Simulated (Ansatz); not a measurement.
# Decaying states in the gap of Lu2CF2, part 3 of 4

A new crystal, Lu2CF2: structure, gap and complex bands. It is built by putting F for Cl in the Lu2CCl2 structure of space group R-3m, with the volume rescaled by atomic radii. The parent structure comes from the Materials Project.

Ansatz 0.2.0; LDA DFT, plane waves, PAW files (the session's first sound run).

So far, gap on the k-mesh (eV): step 3 (the bulk crystal and its band edges) 0.827; step 4 (complex bands, plane (101)) 0.827.

The structure was built from a prototype and need not be the compound's stable phase.

## 6. Complex bands, plane (001)

Level of this step: LDA DFT, plane waves, PAW files; complex bands by layer matching along the plane's normal (Ansatz).

The same for the (001) plane, at (0, 0), (0, -0.5) and (0.5, 0), to see how the decay depends on direction.

Contents of input.yaml:

```yaml
crystal:
  lattice:
    - [3.397987222, 0.0, 0.0]
    - [1.698993611, 2.942743256, 0.0]
    - [1.698993611, 0.980914419, 7.064417209]
  atoms:
    - { symbol: Lu, position: [0.8948823446, 0.8948823446, 0.3153529662] }
    - { symbol: Lu, position: [0.1051176554, 0.1051176554, 0.6846470338] }
    - { symbol: C, position: [0.5, 0.5, 0.5] }
    - { symbol: F, position: [0.2822688898, 0.2822688898, 0.1531933306] }
    - { symbol: F, position: [0.7177311102, 0.7177311102, 0.8468066694] }
kpoints:
  mp_grid: { grid: [8, 8, 8] }
scf:
  occupations: { method: fixed }
hamiltonian:
  xc: lda
output:
  eigenvalues: true
  transmission:
    leads: [[0, 0]]
    kpoints: [[0.0, 0.0], [0.0, -0.5], [0.5, 0.0]]
    e_range: [-1.0, 1.83]
    de: 0.05
```

Launch:

```sh
$ ansatz run input.yaml --threads 2 --pin off --max-ram 4096MiB --backend cpu --events-out ev --progress --plain --runs-dir out
```

Numbers of over 12 decimals in the logs are rounded to 6 here.

Output:

```text
[...]
Crystal: 5 atoms, lattice volume = 70.640 Å³
Basis set: ecut = 420 eV, 1403 PW (Γ)
Bands: 41, of which v1, the nominal top of the filled ones, is band 34 counted from 1 (33 counted from 0)
Symmetry: 12 space group operations
[...]
k-points: 65 of 512
[...]
SCF iter   1: F=—  HF=-30823.029328 eV  |F-HF|=—  |Δ(HF+E_count)|=         —  Δρ=1.76e-2  dr2=1.81e-1  ethr=1.77e-3  ⟨swp⟩=5.2  Hψ=10114  notcnv=0  defer=266
[...]
SCF iter   9: F=-30822.974911 eV  HF=-30822.974911 eV  |F-HF|=1.27e-8  |Δ(HF+E_count)|=   2.25e-9  Δρ=6.26e-6  dr2=3.74e-8  ethr=1.47e-10  ⟨swp⟩=12.1  Hψ=14348  notcnv=0
SCF 1 converged in 9 iterations: F = -30822.974911 eV  dr2 = 3.74e-8
[...]
transmission: 11 of 33 steps passed
transmission: 22 of 33 steps passed
transmission: 33 of 33 steps passed
SCF converged after 9 iterations
Free energy (F): -30822.974911 eV
[...]
Internal energy: -30822.974911 eV  (E = F + TS)
E sigma→0 (E₀):  -30822.974911 eV
Fermi energy:    12.923746 eV
[...]
--- Band table (eV; the first three rows and the last of 65) ---
  k-point 0: bands = [... 30 lower, 9.5018, 11.3553, 12.9237, 12.9237, 15.3182, 16.3643, 16.3643, 16.3904, ... 3 higher]
  k-point 1: bands = [... 30 lower, 9.5075, 11.2940, 12.9209, 12.9209, 15.3709, 16.3511, 16.3511, 16.4132, ... 3 higher]
  k-point 2: bands = [... 30 lower, 9.5228, 11.1460, 12.9139, 12.9139, 15.4942, 16.3201, 16.3201, 16.4679, ... 3 higher]
  k-point 64: bands = [... 30 lower, 9.4211, 10.9554, 11.4054, 12.0293, 15.6435, 17.0367, 18.0384, 18.2205, ... 3 higher]
--- Transmission ---
  basis      : 85 plane waves across, 11 finite elements along
  points     : 3, as listed
[...]
crystal 0  : F2Lu2C1, at the sites [0, 0], period 7.0644 Å: whole cells are its period
[...]
channels       : 0.000000e0 a spin
[...]
slowest decay  : 0.3372 /Å at (0.0000, -0.5000)
```

The job ended after 5.9 s (2 threads of AMD EPYC 9R45, shared host; peak memory 0.46 GiB; 8.5 s of CPU time).

This step gave:

* decay constant at the filling level, zone centre: 0.3675 Å⁻¹
* decay constant at the filling level, slowest listed point: 0.3372 Å⁻¹

K parallel (0, 0); values up to 1.5 1/Å, a degenerate pair printed once or twice; energies at which all values exceed this have no row. The Im kz of the slowest decaying states by energy, zero at the highest filled level on the SCF mesh:

```
energy (eV)  decay 1 (Å⁻¹)  decay 2 (Å⁻¹)  decay 3 (Å⁻¹)  decay 4 (Å⁻¹)
      -1.00          0.274          0.764          0.995           1.05
      -0.90          0.290          0.749          0.988           1.04
      -0.80          0.303          0.731          0.982           1.03
      -0.65          0.320          0.700          0.971           1.01
      -0.55          0.329          0.675          0.964           1.01
      -0.45          0.337          0.644          0.957          0.997
      -0.35          0.344          0.606          0.950          0.988
      -0.20          0.352          0.521          0.938          0.974
      -0.10          0.357          0.412          0.930          0.965
       0.00         0.0416          0.360          0.922          0.956
       0.10          0.363          0.436          0.914          0.947
       0.25          0.366          0.554          0.901          0.933
       0.35          0.367          0.597          0.892          0.924
       0.45          0.368          0.628          0.883          0.914
       0.55          0.367          0.653          0.873          0.905
       0.70          0.365          0.681          0.859          0.890
       0.80          0.363          0.695          0.849          0.880
       0.90          0.360          0.708          0.839          0.870
       1.00          0.357          0.718          0.828          0.860
       1.15          0.349          0.731          0.811          0.844
       1.25          0.343          0.739          0.800          0.834
       1.35          0.336          0.745          0.787          0.823
       1.45          0.328          0.750          0.775          0.812
       1.60          0.313          0.755          0.756          0.794
       1.70          0.301          0.742          0.760          0.782
       1.80          0.287          0.727          0.762          0.770
```

K parallel (0, -0.5); values up to 1.5 1/Å, a degenerate pair printed once or twice; energies at which all values exceed this have no row. The Im kz of the slowest decaying states by energy, zero at the highest filled level on the SCF mesh:

| energy (eV) | decay 1 (Å⁻¹) | decay 2 (Å⁻¹) | decay 3 (Å⁻¹) | decay 4 (Å⁻¹) |
| --- | --- | --- | --- | --- |
| -1.000 | 0.483 | 0.645 | 0.918 | 1.07 |
| -0.800 | 0.349 | 0.728 | 0.880 | 1.09 |
| -0.600 | 0.447 | 0.779 | 0.817 | 1.10 |
| -0.400 | 0.460 | 0.673 | 0.826 | 1.11 |
| -0.200 | 0.449 | 0.666 | 0.870 | 1.11 |
| 0.000 | 0.424 | 0.832 | 0.910 | 1.07 |
| 0.200 | 0.388 | 0.909 | 0.944 | 1.02 |
| 0.400 | 0.337 | 0.961 | 0.968 | 0.976 |
| 0.600 | 0.262 | 0.939 | 0.979 | 0.999 |
| 0.800 | 0.0975 | 0.907 | 0.978 | 1.03 |
| 1.000 | 0.881 | 0.971 | 1.05 | 1.11 |
| 1.200 | 0.187 | 0.858 | 0.960 | 1.07 |
| 1.400 | 0.261 | 0.837 | 0.947 | 1.09 |
| 1.600 | 0.299 | 0.818 | 0.933 | 1.10 |
| 1.800 | 0.322 | 0.801 | 0.917 | 1.11 |

K parallel (0.5, 0); values up to 1.5 1/Å, a degenerate pair printed once or twice; energies at which all values exceed this have no row. Table of Im kz of the slowest decaying states by energy, zero at the highest filled level on the SCF mesh:

| energy (eV) | decay 1 (Å⁻¹) | decay 2 (Å⁻¹) | decay 3 (Å⁻¹) | decay 4 (Å⁻¹) |
| --- | --- | --- | --- | --- |
| -1.000 | 0.483 | 0.645 | 0.918 | 1.07 |
| -0.800 | 0.349 | 0.728 | 0.880 | 1.09 |
| -0.600 | 0.447 | 0.779 | 0.817 | 1.10 |
| -0.400 | 0.460 | 0.673 | 0.826 | 1.11 |
| -0.200 | 0.449 | 0.666 | 0.870 | 1.11 |
| 0.000 | 0.424 | 0.832 | 0.910 | 1.07 |
| 0.200 | 0.388 | 0.909 | 0.944 | 1.02 |
| 0.400 | 0.337 | 0.961 | 0.968 | 0.976 |
| 0.600 | 0.262 | 0.939 | 0.979 | 0.999 |
| 0.800 | 0.0975 | 0.907 | 0.978 | 1.03 |
| 1.000 | 0.881 | 0.971 | 1.05 | 1.11 |
| 1.200 | 0.187 | 0.858 | 0.960 | 1.07 |
| 1.400 | 0.261 | 0.837 | 0.947 | 1.09 |
| 1.600 | 0.299 | 0.818 | 0.933 | 1.10 |
| 1.800 | 0.322 | 0.801 | 0.917 | 1.11 |

At the listed wavevectors the last open channel is at -0.90 eV and the next at +0.85 eV on the grid, wider than the gap, since narrow bands can fall between grid energies. At +0.40 eV, the grid energy nearest the filling level (the middle of the gap on the SCF mesh), the slowest state at the listed wavevectors decays with κ = 0.337 Å⁻¹, its amplitude falling by e over 3.0 Å; the first such run, plane (101), gave 0.164 Å⁻¹.

## 7. Band edges at another level, cutoff 1500 eV

This step: LDA DFT, plane waves, JTH PAW files (Ansatz 0.2.0).

The edges again with JTH files, at the same atoms. Against that run the cutoff is 1500 eV against 420.

Contents of input.yaml:

```yaml
crystal:
  lattice:
    - [1.6989936111, 0.9809144187, 7.0644172087]
    - [-1.6989936111, 0.9809144187, 7.0644172087]
    - [0.0, -1.9618288374, 7.0644172087]
  atoms:
    - { symbol: Lu, position: [0.1051176554, 0.1051176554, 0.1051176554] }
    - { symbol: Lu, position: [0.8948823446, 0.8948823446, 0.8948823446] }
    - { symbol: C, position: [0.5, 0.5, 0.5] }
    - { symbol: F, position: [0.7177311102, 0.7177311102, 0.7177311102] }
    - { symbol: F, position: [0.2822688898, 0.2822688898, 0.2822688898] }
kpoints:
  mp_grid: { grid: [8, 8, 8] }
  band_path: { path: [VBM, CBM], npoints: 30 }
scf:
  occupations: { method: fixed }
hamiltonian:
  xc: lda
  pseudopotentials: { kind: paw, source: jth }
output:
  eigenvalues: true
```

Output:

```text
Warning: <dir> the checks of this Lu dataset prove no rule for summing its radial tables, as where they were carried onto another mesh than they were made on, and Gregory's rule is taken, under which a leading mesh point left out moves its sums only by what lay on the interval it spanned. That does not make them correct, and they differ from Quantum ESPRESSO's on this file; a re-export a fraction of a mesh step off can move them. hamiltonian.pseudopotentials.radial_quadrature: simpson_from_first_knot sums it by `pw.x`'s rule; on a PAW file no value gives `pw.x`'s numbers. What more to know: hamiltonian.pseudopotentials.radial_quadrature, in the input reference
Warning: <dir> the checks of this C dataset prove no rule for summing its radial tables, as where they were carried onto another mesh than they were made on, and Gregory's rule is taken, under which a leading mesh point left out moves its sums only by what lay on the interval it spanned. That does not make them correct, and they differ from Quantum ESPRESSO's on this file; a re-export a fraction of a mesh step off can move them. hamiltonian.pseudopotentials.radial_quadrature: simpson_from_first_knot sums it by `pw.x`'s rule; on a PAW file no value gives `pw.x`'s numbers. What more to know: hamiltonian.pseudopotentials.radial_quadrature, in the input reference
Warning: <dir> the checks of this F dataset prove no rule for summing its radial tables, as where they were carried onto another mesh than they were made on, and Gregory's rule is taken, under which a leading mesh point left out moves its sums only by what lay on the interval it spanned. That does not make them correct, and they differ from Quantum ESPRESSO's on this file; a re-export a fraction of a mesh step off can move them. hamiltonian.pseudopotentials.radial_quadrature: simpson_from_first_knot sums it by `pw.x`'s rule; on a PAW file no value gives `pw.x`'s numbers. What more to know: hamiltonian.pseudopotentials.radial_quadrature, in the input reference
[...]
Crystal: 5 atoms, lattice volume = 70.640 Å³
Basis set: ecut = 1500 eV, 9399 PW (Γ), FFT grids on a1−a3, a2−a3, a3
Bands: 41, of which v1, the nominal top of the filled ones, is band 34 counted from 1 (33 counted from 0)
Symmetry: 12 space group operations
[...]
k-points: 65 of 512
[...]
SCF iter   1: F=—  HF=-30799.817079 eV  |F-HF|=—  |Δ(HF+E_count)|=         —  Δρ=6.16e-1  dr2=5.54e2  ethr=3.10e-3  ⟨swp⟩=6.3  Hψ=13595  notcnv=0  defer=279
[...]
SCF iter  13: F=-30753.692742 eV  HF=-30753.692742 eV  |F-HF|=3.54e-8  |Δ(HF+E_count)|=   1.41e-7  Δρ=6.64e-6  dr2=4.28e-8  ethr=1.47e-10  ⟨swp⟩=13.9  Hψ=17081  notcnv=0
SCF 1 converged in 13 iterations: F = -30753.692742 eV  dr2 = 4.28e-8
[...]
SCF converged after 13 iterations
Free energy (F): -30753.692742 eV
[...]
Internal energy: -30753.692742 eV  (E = F + TS)
E sigma→0 (E₀):  -30753.692742 eV
Fermi energy:    15.271927 eV
[...]
--- Band table (eV; the first three rows and the last of 65) ---
  k-point 0: bands = [... 30 lower, 11.7992, 13.7147, 15.2719, 15.2719, 17.5476, 18.6264, 18.6264, 18.6770, ... 3 higher]
  k-point 1: bands = [... 30 lower, 11.8179, 13.7683, 14.5761, 15.1548, 17.9566, 17.9857, 18.8445, 19.0064, ... 3 higher]
  k-point 2: bands = [... 30 lower, 11.8240, 13.5888, 13.9431, 14.9760, 17.0588, 18.5346, 19.3918, 19.9876, ... 3 higher]
  k-point 64: bands = [... 30 lower, 11.8476, 13.2752, 15.2510, 15.2510, 17.9068, 18.5378, 18.5378, 18.8296, ... 3 higher]
```

Wall time 28 s (2 threads); peak memory 1.2 GiB.

Numbers from this step:

```yaml
free_energy: -30753.6927 eV
fermi_energy: 15.27 eV
gap_on_the_k_mesh: 0.7432 eV
gap_on_path: 0.7432 eV, by band count; negative where bands overlap
direct_gap_on_path: 1.128 eV
```

Electronic bands along the path, in eV, zero at the Fermi level (highest filled level under fixed occupations); v1 is the highest filled band, c1 the lowest empty one:

| point | v4 | v3 | v2 | v1 | c1 | c2 | c3 | c4 |
| --- | --- | --- | --- | --- | --- | --- | --- | --- |
| VBM | -3.47 | -1.56 | 0.00 | 0.00 | 2.28 | 3.35 | 3.35 | 3.41 |
| halfway | -3.47 | -1.61 | -1.29 | -0.28 | 1.73 | 3.07 | 4.21 | 4.66 |
| CBM | -3.54 | -2.36 | -1.01 | -0.38 | 0.74 | 4.66 | 4.85 | 6.16 |

The searched edges give 0.743 eV, as on the mesh.

For the gap on the k-mesh, step 3 gave 0.827 eV; this run, with LDA JTH and cutoff 1500 eV, gives 0.743 eV.

[end of part 3 of 4]

[Logs are printed without paths, hosts, clocks, repeated set-up lines and the standing remarks that a program may print on its own settings, such as how far it seeks lower states.]

[Hosts, paths, dates, database ids (printed as entryN), source tags and the programs' standing remarks are cut or masked in the printed files.]

[New means built here by substitution; the compound itself may be known and measured.]
